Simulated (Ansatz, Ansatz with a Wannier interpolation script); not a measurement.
Planning a run of Ansatz 0.2.0 on LuOBr (P4/nmm). The input:

```yaml
crystal:
  lattice:
    - [3.7646, 0.0, 0.0]
    - [0.0, 3.7646, 0.0]
    - [0.0, 0.0, 8.354]
  atoms:
    - { symbol: Lu, position: [0.0, 0.5, 0.36724] }
    - { symbol: Lu, position: [0.5, 0.0, 0.63276] }
    - { symbol: Br, position: [0.5, 0.0, 0.1718] }
    - { symbol: Br, position: [0.0, 0.5, 0.8282] }
    - { symbol: O, position: [0.0, 0.0, 0.5] }
    - { symbol: O, position: [0.5, 0.5, 0.5] }
kpoints:
  mp_grid: { grid: [4, 4, 2] }
  band_path:
    path:
      - [[0.0, 0.0, 0.0], [0.0, 0.5, 0.0], [0.5, 0.5, 0.0], [0.0, 0.0, 0.0], [0.0, 0.0, 0.5], [0.0, 0.5, 0.5], [0.5, 0.5, 0.5], [0.0, 0.0, 0.5]]
      - [[0.0, 0.5, 0.0], [0.0, 0.5, 0.5]]
      - [[0.5, 0.5, 0.0], [0.5, 0.5, 0.5]]
    npoints: 10
hamiltonian:
  xc: lda
scf:
  occupations: { method: fermi_dirac, width: 0.02 }
  n_extra_bands: 62
output:
  eigenvalues: true
  fatbands: true
  write_density: true
  write_potential: true
  elf: true
  volumetric_format: npy
```

```sh
ansatz run input.yaml --threads 4 --pin off --max-ram 18432MiB --backend cpu --events-out ev --progress --plain --runs-dir out
```

Question: Estimate wall time and host memory on 4 threads of Arm Neoverse V1, shared host.

It took 26 s; on shared hardware allow 13 s to 51 s. Peak host memory was 0.86 GiB. The sizes that set the cost: 2331 plane waves a state, 12 irreducible k points and 8 SCF cycles.

[Paths, hosts, dates, memory and timing lines, banners, echoed tables and standing remarks are left out of the program output.]

[Logs are printed without paths, hosts, clocks, repeated set-up lines and the standing remarks that a program may print on its own settings, such as how far it seeks lower states.]

[Runs of the session that timed out or met a known fault of the program may be left out.]

[Hosts, paths, dates, database ids (printed as entryN), source tags and the programs' standing remarks are cut or masked in the printed files.]
